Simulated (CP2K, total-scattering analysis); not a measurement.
# Worked example: from partials to totals in amorphous 18P2O5-82SiO2 (mol %)

A simulated model of amorphous 18P2O5-82SiO2 (mol %) at 300 K, fixed volume, from ab initio molecular dynamics with CP2K (PBE, Gaussian and plane waves, DZVP-MOLOPT-SR basis, GTH potentials, 400 Ry, CSVR thermostat, no spin, fixed volume). The average runs over 1.14 ps of 63 atoms, so shells between rare elements are rough. Mean temperature 297 K, largest m.s.d. 0.08 Å², energy drift +1 meV an atom (last third less first, no steady trend); the first quarter of the run is discarded. Preparation: a classical glass (LAMMPS, Pedone potential, quenched from the melt at 100 K/ps at this volume), then 1.2 ps at 1000 K (mean temperature of the first stage 988 K), too short to forget the start in full. So short a stretch relaxes bonds and nearest shells but still remembers its start. It is rigid on the time of the run. A cell quenched within picoseconds keeps more over- and under-coordinated atoms than a real glass or film, so this is a model of such a quench. Atom fractions P 0.0952, Si 0.2222, O 0.6825; masses P 30.974, Si 28.085, O 15.999 u; density 2.2630 g/cm³; coherent lengths P 5.13, Si 4.15071, O 5.8037 fm. Faber–Ziman partials at a few Q:

| Q (Å⁻¹) | S O–O | S Si–O | S P–O | S Si–Si | S P–Si | S P–P |
| --- | --- | --- | --- | --- | --- | --- |
| 1.50 | 0.224 | 2.234 | 2.463 | 0.289 | 0.385 | 2.291 |
| 3.00 | 2.405 | -0.562 | -1.017 | 1.168 | 1.212 | 2.413 |

The pair function g(SiO), r in Å, every 0.06 Å up to its first minimum: 1.53 0.14, 1.59 9.28, 1.65 23.59, 1.71 7.68, 1.77 1.06, 1.83 0.26, 1.89 0.25, 1.95 0.09, 2.01 0.12, 2.07 0.06, 2.13 0.03, 2.19 0.01.

**Tasks.** (a) The number density. (b) The neutron weights. (c) The neutron S(Q) at the listed Q. (d) The number of O around Si.

(a) The mean mass is 0.0952×30.974 + 0.2222×28.085 + 0.6825×15.999 = 20.109 u, so ρ₀ = 2.2630/(20.109 × 1.66054) = 0.06777 Å⁻³.

(b) ⟨b⟩ = 0.0952×5.13 + 0.2222×4.15071 + 0.6825×5.8037 = 5.372 fm. The weight of a pair is ci cj bi bj (2 − δij)/⟨b⟩²: O–O 0.544, Si–O 0.253, P–O 0.134, Si–Si 0.029, P–Si 0.031, P–P 0.008; they sum to 1.000.

(c) S = 1 + Σ w (Sij − 1). At 1.50 Å⁻¹: 1 − 0.422 + 0.312 + 0.196 − 0.021 − 0.019 + 0.011 = 1.057; Si–O pushes up most; O–O pulls down most. At 3.00 Å⁻¹: 1 + 0.764 − 0.396 − 0.270 + 0.005 + 0.007 + 0.012 = 1.122; O–O pushes up most; Si–O pulls down most.

(d) n = 4πρ₀ c(O) Σ r² g Δr. The sum Σ r² g over the listed points is 116.8 Å², so n = 4π × 0.06777 × 0.6825 × 116.8 × 0.06 = 4.07; counting pairs in the frames up to 2.26 Å gives 4.07. By balance, each O has n c(Si)/c(O) = 1.33 Si.
